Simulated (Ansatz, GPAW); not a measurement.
**A 7-layer slab of Cu(111): work function by functional and basis**

How far do functional and basis move the work function of a 7-layer slab of Cu(111)?

Program: GPAW 26.7.0 and Ansatz 0.2.0. Level of theory: Ansatz plane waves; slab in vacuum with a dipole correction, relaxation, in the first sound run; inputs show where later runs differ. Results are calculated unless marked as measured.

### 1. The structure

The cell holds 7 atoms: 7 Cu. Cell: a = 2.553 Å, b = 2.553 Å, c = 30.505 Å, α = 90.0°, β = 90.0°, γ = 60.0°. Vacuum lies along c.

Structure file:

```cif
data_structure
_symmetry_space_group_name_H-M 'P 1'
_symmetry_Int_Tables_number 1
_cell_length_a 2.5527
_cell_length_b 2.5527
_cell_length_c 30.5054
_cell_angle_alpha 90.000
_cell_angle_beta 90.000
_cell_angle_gamma 60.000
_cell_volume 172.14
loop_
_atom_site_label
_atom_site_type_symbol
_atom_site_fract_x
_atom_site_fract_y
_atom_site_fract_z
_atom_site_occupancy
Cu1 Cu 0.00000 0.00000 0.29503 1
Cu2 Cu 0.33333 0.33333 0.36335 1
Cu3 Cu 0.66667 0.66667 0.43168 1
Cu4 Cu 0.00000 0.00000 0.50000 1
Cu5 Cu 0.33333 0.33333 0.56832 1
Cu6 Cu 0.66667 0.66667 0.63665 1
Cu7 Cu 0.00000 0.00000 0.70497 1
```

### 2. Relaxation

Forces are removed first; all later runs use this geometry. The lowest 3 atoms are held at bulk positions and keep their forces.

input.yaml

```yaml
crystal:
  lattice:
    - [2.5526554801, 0.0, 0.0]
    - [1.27632774, 2.2106644929, 0.0]
    - [0.0, 0.0, 30.5054068306]
  atoms:
    - { symbol: Cu, position: [0.0, 0.0, 0.2950296664] }
    - { symbol: Cu, position: [0.3333333333, 0.3333333333, 0.3633531109] }
    - { symbol: Cu, position: [0.6666666667, 0.6666666667, 0.4316765555] }
    - { symbol: Cu, position: [0.0, 0.0, 0.5] }
    - { symbol: Cu, position: [0.3333333333, 0.3333333333, 0.5683234445] }
    - { symbol: Cu, position: [0.6666666667, 0.6666666667, 0.6366468891] }
    - { symbol: Cu, position: [0.0, 0.0, 0.7049703336] }
kpoints:
  mp_grid: { grid: [14, 14, 1] }
hamiltonian:
  xc: pbe
scf:
  occupations: { method: fermi_dirac, width: 0.1 }
efield:
  axis: 3
  dipole_correction: true
  ramp_width: 0.05
relax:
  f_tol: 0.02
  max_steps: 60
  constraints: [{ sites: [0, 1, 2] }]
output:
  write_potential: true
  write_density: true
  volumetric_format: npy
```

Started as:

```
ansatz run input.yaml --threads 4 --pin off --max-ram 8192MiB --backend cpu --events-out ev --progress --plain --runs-dir out
```

Numbers of over 12 decimals in the logs are rounded to 6 here.

The log of the run:

```text
Engine: ansatz 0.2.0, aarch64-unknown-linux-gnu
Pseudopotentials: kind: paw
Pseudopotential: Cu, paw, valence charge 19, recommended cutoff 420 eV (normal), Cu.paw.azcp
Functional definition: PBE
  parameter kappa = 0.804
  parameter beta = 0.066725
  exchange = pbe_x(kappa = kappa, mu = beta*pi^2/3)
  correlation = pbe_c(beta = beta)
Crystal: 7 atoms, lattice volume = 172.144 Å³
Basis set: ecut = 420 eV, 3443 PW (Γ), exchange–correlation on 36×36×432 points (8 copies of the dense FFT grid, shifted against one another)
Bands: 80, of which v1, the nominal top of the filled ones, is band 67 counted from 1 (66 counted from 0)
Symmetry: 6 space group operations
k-points: 24 of 196 (time reversal used)
Non-local potential: Cu, projectors of the file, l = 0: 3, l = 1: 2, l = 2: 3, l = 3: 1
PAW form: soft (Blöchl's): semilocal exchange-correlation on the pseudo side does not see the compensation charge
PAW one-centre angular grid: Cu, 590 points (default); XC on 64 Gauss nodes
Initial density: superposition of atomic densities (neutral atoms: chi_scale 0, normalization atom), corrected by the library's trained network
Initial wavefunctions: pseudopotential atomic-orbital guess
Functional: x = pbe(κ = 0.804, μ = 0.219515), c = pbe(β = 0.066725)
SCF iter   1: F=—  HF=-46375.303051 eV  |F-HF|=—  |Δ(HF+E_count)|=         —  Δρ=1.37e-3  dr2=2.15e-2  ethr=1.77e-3  p=0.000 e·Å  D=2.64e-13 V/Å  ΔV_dip=-0.00 eV  dr2_dipole=9.59e-9  V_vac-E_F(+/−)=4.75/4.75 eV  ⟨swp⟩=7.6  Hψ=7820  notcnv=0  defer=50
efield: sawtooth ramp at fractional position 0.9750 (placed from the atoms, in the widest stretch of the axis that holds none; the zero of the levels goes with the place), width 0.0500; the density the first Hamiltonian is built on has a dipole p = 0.000 e·Å; the dipole correction subtracts the counter field D = 2.64e-13 V/Å, which shifts the + side's vacuum level by -0.00 eV against the − side's; the planar-averaged density in the ramp window peaks in size at 4.7e-5 e/Å³
preconditioner: auto → LDOS  [metal: Δε(μ)=0.059 eV  Ē_g=8.875 eV  σ=0.100 eV  W_gap=0.15  n_scr=24 (ndim 8)  ℏωp=24.8 eV  f_vac=0.496  D(μ)=2.70/eV (n_scr^D=16)  β→1.0]
SCF iter   2: F=—  HF=-46375.308775 eV  |F-HF|=—  |Δ(HF+E_count)|=   5.72e-3  Δρ=3.22e-3  dr2=1.31e-2  ethr=1.62e-5  p=0.000 e·Å  D=9.15e-7 V/Å  ΔV_dip=-0.00 eV  dr2_dipole=9.16e-10  V_vac-E_F(+/−)=4.83/4.83 eV  ⟨swp⟩=2.8  Hψ=4048  notcnv=0  defer=75
SCF iter   3: F=—  HF=-46375.306454 eV  |F-HF|=—  |Δ(HF+E_count)|=   2.32e-3  Δρ=3.86e-4  dr2=4.15e-4  ethr=9.88e-6  p=0.000 e·Å  D=7.30e-7 V/Å  ΔV_dip=-0.00 eV  dr2_dipole=5.97e-9  V_vac-E_F(+/−)=4.81/4.81 eV  ⟨swp⟩=2.0  Hψ=2676  notcnv=0  defer=75
SCF iter   4: F=—  HF=-46375.306541 eV  |F-HF|=—  |Δ(HF+E_count)|=   8.68e-5  Δρ=4.40e-4  dr2=4.29e-4  ethr=3.12e-7  p=0.000 e·Å  D=1.14e-6 V/Å  ΔV_dip=-0.00 eV  dr2_dipole=7.60e-10  V_vac-E_F(+/−)=4.80/4.80 eV  ⟨swp⟩=3.0  Hψ=3483  notcnv=0  defer=75
SCF iter   5: F=—  HF=-46375.306544 eV  |F-HF|=—  |Δ(HF+E_count)|=   2.53e-6  Δρ=1.59e-4  dr2=3.65e-5  ethr=3.12e-7  p=0.000 e·Å  D=3.31e-7 V/Å  ΔV_dip=-0.00 eV  dr2_dipole=1.92e-10  V_vac-E_F(+/−)=4.81/4.81 eV  ⟨swp⟩=2.0  Hψ=2527  notcnv=0  defer=75
SCF iter   6: F=-46375.306548 eV  HF=-46375.306548 eV  |F-HF|=2.91e-7  |Δ(HF+E_count)|=   4.36e-6  Δρ=6.83e-5  dr2=5.85e-6  ethr=7.52e-9  p=0.000 e·Å  D=2.46e-7 V/Å  ΔV_dip=-0.00 eV  dr2_dipole=2.07e-15  V_vac-E_F(+/−)=4.81/4.81 eV  ⟨swp⟩=12.3  Hψ=19425  notcnv=0
SCF 1 converged in 6 iterations: F = -46375.306548 eV  dr2 = 5.85e-6
  greatest PAW one-centre occupation: 1.000 electrons in one spin orbital (limit 2), on the Cu atom at site 6 (counted from 0), in its partial waves of l = 0
relax step   1: F+E_penalty+E_count = -46375.30654768 eV  Δ(F+E_penalty+E_count) = +0.000e0 eV  max|allowed force component| = 3.142e-2 eV/Å  Δτ_max = 0.0000 Å  (6 SCF iters, dr2 threshold 1.00e-5 eV, accepted)
Initial density: handed on by an earlier stage of this run
Initial wavefunctions: those handed on with the density
iter 1 solved again at ethr=1.96e-6 eV; its pass at ethr=3.10e-3 eV (dr2=2.60e-3 eV) is discarded
SCF iter   1: F=—  HF=-46375.308631 eV  |F-HF|=—  |Δ(HF+E_count)|=         —  Δρ=1.68e-3  dr2=2.60e-3  ethr=1.96e-6  p=-0.000 e·Å  D=-8.60e-7 V/Å  ΔV_dip=0.00 eV  dr2_dipole=8.42e-6  V_vac-E_F(+/−)=4.82/4.82 eV  ⟨swp⟩=2.9  Hψ=5985  notcnv=0  defer=97
efield: sawtooth ramp at fractional position 0.9750 (handed on by an earlier solve), width 0.0500; the density the first Hamiltonian is built on has a dipole p = -0.000 e·Å; the dipole correction subtracts the counter field D = -8.60e-7 V/Å, which shifts the + side's vacuum level by +0.00 eV against the − side's; the planar-averaged density in the ramp window peaks in size at 4.6e-5 e/Å³
preconditioner: auto → LDOS  [metal: Δε(μ)=0.069 eV  Ē_g=8.932 eV  σ=0.100 eV  W_gap=0.17  n_scr=24 (ndim 8)  ℏωp=24.8 eV  f_vac=0.495  D(μ)=2.69/eV (n_scr^D=16)  β→1.0]
SCF iter   2: F=—  HF=-46375.307598 eV  |F-HF|=—  |Δ(HF+E_count)|=   1.03e-3  Δρ=8.03e-4  dr2=1.47e-3  ethr=1.95e-6  p=0.001 e·Å  D=5.42e-4 V/Å  ΔV_dip=-0.02 eV  dr2_dipole=2.81e-4  V_vac-E_F(+/−)=4.80/4.82 eV  ⟨swp⟩=2.0  Hψ=3347  notcnv=0  defer=97
SCF iter   3: F=—  HF=-46375.307554 eV  |F-HF|=—  |Δ(HF+E_count)|=   4.38e-5  Δρ=1.08e-3  dr2=1.36e-3  ethr=1.11e-6  p=-0.000 e·Å  D=-2.08e-4 V/Å  ΔV_dip=0.01 eV  dr2_dipole=1.00e-4  V_vac-E_F(+/−)=4.83/4.82 eV  ⟨swp⟩=2.0  Hψ=3424  notcnv=0  defer=97
SCF iter   4: F=—  HF=-46375.307332 eV  |F-HF|=—  |Δ(HF+E_count)|=   2.22e-4  Δρ=1.83e-4  dr2=5.77e-5  ethr=1.03e-6  p=-0.000 e·Å  D=-6.31e-5 V/Å  ΔV_dip=0.00 eV  dr2_dipole=1.13e-5  V_vac-E_F(+/−)=4.82/4.82 eV  ⟨swp⟩=2.0  Hψ=2513  notcnv=0  defer=97
SCF iter   5: F=—  HF=-46375.307373 eV  |F-HF|=—  |Δ(HF+E_count)|=   4.06e-5  Δρ=1.22e-4  dr2=2.05e-5  ethr=4.34e-8  p=-0.000 e·Å  D=-1.64e-5 V/Å  ΔV_dip=0.00 eV  dr2_dipole=3.39e-6  V_vac-E_F(+/−)=4.82/4.82 eV  ⟨swp⟩=2.0  Hψ=2764  notcnv=0  defer=97
SCF iter   6: F=—  HF=-46375.307369 eV  |F-HF|=—  |Δ(HF+E_count)|=   3.25e-6  Δρ=2.64e-5  dr2=1.17e-6  ethr=1.54e-8  p=-0.000 e·Å  D=-3.31e-5 V/Å  ΔV_dip=0.00 eV  dr2_dipole=2.33e-7  V_vac-E_F(+/−)=4.82/4.82 eV  ⟨swp⟩=2.0  Hψ=2581  notcnv=0  defer=97
SCF iter   7: F=-46375.307370 eV  HF=-46375.307370 eV  |F-HF|=3.66e-7  |Δ(HF+E_count)|=   6.07e-7  Δρ=5.93e-6  dr2=3.95e-8  ethr=7.52e-11  p=-0.000 e·Å  D=-3.33e-5 V/Å  ΔV_dip=0.00 eV  dr2_dipole=4.06e-9  V_vac-E_F(+/−)=4.82/4.82 eV  ⟨swp⟩=9.5  Hψ=16224  notcnv=0
SCF 2 converged in 7 iterations: F = -46375.307370 eV  dr2 = 3.95e-8
relax step   2: F+E_penalty+E_count = -46375.30737044 eV  Δ(F+E_penalty+E_count) = -8.228e-4 eV  max|allowed force component| = 1.865e-2 eV/Å  Δτ_max = 0.0179 Å  (7 SCF iters, accepted)
SCF iter   1: F=—  HF=-46375.310483 eV  |F-HF|=—  |Δ(HF+E_count)|=         —  Δρ=2.40e-3  dr2=5.45e-3  ethr=3.98e-5  p=-0.000 e·Å  D=-3.51e-5 V/Å  ΔV_dip=0.00 eV  dr2_dipole=1.30e-4  V_vac-E_F(+/−)=4.82/4.82 eV  ⟨swp⟩=4.8  Hψ=4154  notcnv=0  defer=102
efield: sawtooth ramp at fractional position 0.9750 (handed on by an earlier solve), width 0.0500; the density the first Hamiltonian is built on has a dipole p = -0.000 e·Å; the dipole correction subtracts the counter field D = -3.51e-5 V/Å, which shifts the + side's vacuum level by +0.00 eV against the − side's; the planar-averaged density in the ramp window peaks in size at 5.2e-5 e/Å³
preconditioner: auto → LDOS  [metal: Δε(μ)=0.068 eV  Ē_g=8.923 eV  σ=0.100 eV  W_gap=0.17  n_scr=24 (ndim 8)  ℏωp=24.8 eV  f_vac=0.495  D(μ)=2.69/eV (n_scr^D=16)  β→1.0]
SCF iter   2: F=—  HF=-46375.308413 eV  |F-HF|=—  |Δ(HF+E_count)|=   2.07e-3  Δρ=1.31e-3  dr2=4.03e-3  ethr=4.09e-6  p=0.001 e·Å  D=8.62e-4 V/Å  ΔV_dip=-0.03 eV  dr2_dipole=1.31e-3  V_vac-E_F(+/−)=4.80/4.82 eV  ⟨swp⟩=2.3  Hψ=3759  notcnv=0  defer=102
SCF iter   3: F=—  HF=-46375.308308 eV  |F-HF|=—  |Δ(HF+E_count)|=   1.05e-4  Δρ=1.65e-3  dr2=3.63e-3  ethr=3.03e-6  p=-0.000 e·Å  D=-2.33e-4 V/Å  ΔV_dip=0.01 eV  dr2_dipole=5.75e-4  V_vac-E_F(+/−)=4.83/4.82 eV  ⟨swp⟩=2.1  Hψ=3414  notcnv=0  defer=102
SCF iter   4: F=—  HF=-46375.307788 eV  |F-HF|=—  |Δ(HF+E_count)|=   5.21e-4  Δρ=1.29e-4  dr2=2.21e-4  ethr=2.73e-6  p=0.000 e·Å  D=4.67e-5 V/Å  ΔV_dip=-0.00 eV  dr2_dipole=1.35e-4  V_vac-E_F(+/−)=4.82/4.82 eV  ⟨swp⟩=2.0  Hψ=2833  notcnv=0  defer=102
SCF iter   5: F=—  HF=-46375.307814 eV  |F-HF|=—  |Δ(HF+E_count)|=   2.63e-5  Δρ=2.86e-4  dr2=9.37e-5  ethr=1.66e-7  p=-0.000 e·Å  D=-6.05e-5 V/Å  ΔV_dip=0.00 eV  dr2_dipole=7.64e-6  V_vac-E_F(+/−)=4.82/4.82 eV  ⟨swp⟩=2.3  Hψ=2841  notcnv=0  defer=102
SCF iter   6: F=—  HF=-46375.307815 eV  |F-HF|=—  |Δ(HF+E_count)|=   1.56e-6  Δρ=7.19e-5  dr2=5.50e-6  ethr=7.04e-8  p=-0.000 e·Å  D=-9.87e-5 V/Å  ΔV_dip=0.00 eV  dr2_dipole=1.59e-8  V_vac-E_F(+/−)=4.82/4.82 eV  ⟨swp⟩=2.0  Hψ=2673  notcnv=0  defer=102
SCF iter   7: F=—  HF=-46375.307815 eV  |F-HF|=—  |Δ(HF+E_count)|=   2.98e-8  Δρ=1.20e-5  dr2=1.94e-7  ethr=4.14e-9  p=-0.000 e·Å  D=-8.59e-5 V/Å  ΔV_dip=0.00 eV  dr2_dipole=2.74e-8  V_vac-E_F(+/−)=4.82/4.82 eV  ⟨swp⟩=2.1  Hψ=2970  notcnv=0  defer=102
SCF iter   8: F=-46375.307817 eV  HF=-46375.307816 eV  |F-HF|=3.23e-7  |Δ(HF+E_count)|=   8.69e-7  Δρ=8.18e-6  dr2=7.95e-8  ethr=7.52e-11  p=-0.000 e·Å  D=-8.15e-5 V/Å  ΔV_dip=0.00 eV  dr2_dipole=2.59e-9  V_vac-E_F(+/−)=4.82/4.82 eV  ⟨swp⟩=10.7  Hψ=14723  notcnv=0
SCF 3 converged in 8 iterations: F = -46375.307817 eV  dr2 = 7.95e-8
relax step   3: F+E_penalty+E_count = -46375.30781664 eV  Δ(F+E_penalty+E_count) = -4.462e-4 eV  max|allowed force component| = 4.719e-4 eV/Å  Δτ_max = 0.0255 Å  (8 SCF iters, accepted)
NSCF: frozen V_eff on 24 k-points
the band table was solved once a step of the walk had ended and its energy, with any forces and stress, was formed, with the checks that follow a solve (10943 applications of the Hamiltonian). They found nothing against the state; the energy, forces and stress were not computed again (output.eigenvalues in the input reference)
WARN: The output density's exchange-correlation potential varies sharply where the density is thin. Do not read a vacuum level from v_tot or v_xc, or from such a field of the output density. On a cell that repeats whose density bears no net charge and no dipole along the vacuum's axis use v_es (v_loc + v_h of the components); under efield.dipole_correction with no amplitude use v_es + v_field, which holds any externa [...]
SCF converged after 8 iterations
Free energy (F): -46375.307817 eV
Harris-Foulkes:  -46375.307816 eV  (|F-HF|=3.23e-7)
Internal energy: -46375.221021 eV  (E = F + TS)
E sigma→0 (E₀):  -46375.264419 eV
Entropy (-TS):   -0.086795 eV (-12.399 meV/atom)
Fermi energy:    5.568936 eV
Dipole field:    D = -0.000008 V/Å  (p = -0.000007 e·Å, saw-weighted, corrected)
Work function:   Φ+ = 4.8232 eV   Φ− = 4.8230 eV
Levels:          The Fermi level and band energies are counted from a zero that moves with the ramp; work functions are not
--- Per-component energies (eV) ---
  E_band       = -3989.322822
  E_kinetic    = 2098.337144
  E_local      = -423793.322314  (includes V_loc(G=0)·N_el)
  E_nonlocal   = 2732.697849
  E_hartree    = 209474.385587
  E_xc         = -624.721277
  E_vxc        = -805.969594  (∫ρ·V_xc dr)
  E_paw        = -11643.929074  (= ΣΔE_a)
  E_vpaw       = -3169.922030  (= ΣTr[D̂ρ^β])
  E_aug_tail   = 0.001930  (compensation charges beyond the density's cutoff)
  E_efield     = 0.000000  (sawtooth field / dipole correction)
  E_vefield    = 0.000019  (∫n·V_field dr)
  E_ewald      = 175381.329134
  E_smearing   = -0.086795  (= −TS)
  E_closure    = -0.000000  (closes the sum)
  Σ components = -46375.307817   (vs F -46375.307817, Δ=0.00e0)
--- Forces (eV/Å), atoms counted from 1 ---
  atom   1  Cu    -0.00000000     0.00000000    -0.01498375
  atom   2  Cu     0.00000000     0.00000000    -0.01800289
  atom   3  Cu    -0.00000000    -0.00000000     0.03167441
  atom   4  Cu    -0.00000000     0.00000000    -0.00008329
  atom   5  Cu    -0.00000000     0.00000000     0.00047191
  atom   6  Cu    -0.00000000     0.00000000     0.00045307
  atom   7  Cu     0.00000000    -0.00000000     0.00028384
  max |Σ_I F_I| component: 1.87e-4 eV/Å
--- Band table (eV; the first three rows and the last of 24) ---
  k-point 0: bands = [... 63 lower, 3.8285, 3.8285, 3.9771, 3.9771, 4.0163, 4.0163, 4.8096, 5.1514, ... 9 higher]
  k-point 1: bands = [... 63 lower, 3.7569, 3.8296, 3.8586, 3.9780, 4.0191, 4.2359, 5.1930, 5.6141, ... 9 higher]
  k-point 2: bands = [... 63 lower, 3.7344, 3.8305, 3.9802, 4.0266, 4.1317, 4.8055, 5.9260, 6.5604, ... 9 higher]
  k-point 23: bands = [... 63 lower, 8.2740, 8.3007, 8.4916, 8.7876, 9.1881, 9.5967, 10.1319, 10.3951, ... 9 higher]
--- Relaxed structure (3 steps of the walk, 3 accepted, 0 SCFs on fresh bases) ---
  F+E_penalty+E_count = -46375.30781664 eV   max|allowed force component| = 4.719e-4 eV/Å
  atoms:
    - { symbol: Cu, position: [0.0, 0.0, 0.295030] }
    - { symbol: Cu, position: [0.333333, 0.333333, 0.363353] }
    - { symbol: Cu, position: [0.666667, 0.666667, 0.431677] }
    - { symbol: Cu, position: [-4.6602779234842835e-19, 0, 0.500527] }
    - { symbol: Cu, position: [0.333333, 0.333333, 0.569364] }
    - { symbol: Cu, position: [0.666667, 0.666667, 0.637948] }
    - { symbol: Cu, position: [-1.2584478342650064e-18, 0, 0.706393] }
```

Elapsed: 27 s, on 4 threads of Arm Neoverse V1, shared host; peak memory 0.71 GiB; 1.7 min of CPU time.

Step by step:

```tsv
step	energy less that of the first step (eV)	largest force component (eV/Å)
1	0.0000	0.0314
2	-0.0008	0.0186
3	-0.0013	0.0005
```

The run keeps the 6 symmetry operations that it works with, so distortions that break them were not tested.

The atoms that moved most (Å):

```tsv
atom	dx	dy	dz	length
Cu7	0.000	0.000	0.043	0.043
Cu6	0.000	0.000	0.040	0.040
Cu5	0.000	0.000	0.032	0.032
Cu4	0.000	0.000	0.016	0.016
```

The relaxed structure:

```cif
data_structure
_symmetry_space_group_name_H-M 'P 1'
_symmetry_Int_Tables_number 1
_cell_length_a 2.5527
_cell_length_b 2.5527
_cell_length_c 30.5054
_cell_angle_alpha 90.000
_cell_angle_beta 90.000
_cell_angle_gamma 60.000
_cell_volume 172.14
loop_
_atom_site_label
_atom_site_type_symbol
_atom_site_fract_x
_atom_site_fract_y
_atom_site_fract_z
_atom_site_occupancy
Cu1 Cu 0.00000 0.00000 0.29503 1
Cu2 Cu 0.33333 0.33333 0.36335 1
Cu3 Cu 0.66667 0.66667 0.43168 1
Cu4 Cu 0.00000 0.00000 0.50053 1
Cu5 Cu 0.33333 0.33333 0.56936 1
Cu6 Cu 0.66667 0.66667 0.63795 1
Cu7 Cu 0.00000 0.00000 0.70639 1
```

This step gave:

* free energy: -46375.3078 eV
* smearing term TS: 0.08680 eV
* symmetry operations: 6
* upper work function: 4.823 eV
* lower work function: 4.823 eV
* dipole along the normal: -7.30e-6 e·Å
* dipole field: -7.67e-6 V/Å
* vacuum level above: 10.39 eV
* vacuum level below: 10.39 eV

The electrostatic potential energy of an electron (with the applied field's), less the Fermi level, planar mean oscillates, so the rows of the table below give means over windows of 2.12 Å about each position, cut where the curve ends. Its maxima inside the range that stand out by 2 % of the span (Å: eV): 10.0: 0.0169, 12.1: 0.0167, 14.3: 0.0745, 16.4: 0.0215, 18.4: -6.8e-5, 20.5: 0.0165. Its minima: 9.0: -17.2, 11.0: -17.3, 13.1: -17.4, 15.3: -17.5, 17.4: -17.4, 19.5: -17.5, 21.6: -17.2.

Table of electrostatic potential energy of an electron (with the applied field's), less the Fermi level, planar mean by z; means over each step:

z (Å), electrostatic potential energy of an electron (with the applied field's), less the Fermi level, planar mean (eV) and a bar from the least value:
```
     1.06        4.8 ##############################
     3.18        4.8 ##############################
     5.30        4.8 ##############################
     7.42        2.5 #########################
     9.54       -8.7 
    11.66       -8.8 
    13.78       -8.7 
    15.90       -8.7 
    18.02       -8.8 
    20.14       -8.8 
    22.26       -5.5 #######
    24.38        4.7 ##############################
    26.50        4.8 ##############################
    28.62        4.8 ##############################
```

The valence density, planar mean oscillates, so the rows of the table below give means over windows of 2.12 Å about each position, cut where the curve ends. Its maxima inside the range that stand out by 2 % of the span (Å: e/Å³): 9.0: 4.66, 11.0: 4.54, 13.1: 4.68, 15.3: 4.71, 17.4: 4.72, 19.5: 4.69, 21.6: 4.59. Its minima: 10.0: 0.243, 12.1: 0.246, 14.3: 0.242, 16.4: 0.243, 18.4: 0.245, 20.5: 0.242.

Table of valence density, planar mean by z; means over each step:

```tsv
z (Å)	valence density, planar mean (e/Å³)
5.30	3.2e-4
7.42	0.104
9.54	1.60
11.66	1.61
13.78	1.60
15.90	1.60
18.02	1.61
20.14	1.62
22.26	1.37
24.38	0.00301
26.50	1.3e-5
```

The relaxation lowered the energy of the cell by 0.00127 eV.

(Continued in part 2 of 3.)

[Logs are printed without paths, hosts, clocks, repeated set-up lines and the standing remarks that a program may print on its own settings, such as how far it seeks lower states.]

[Hosts, paths, dates, database ids (printed as entryN), source tags and the programs' standing remarks are cut or masked in the printed files.]
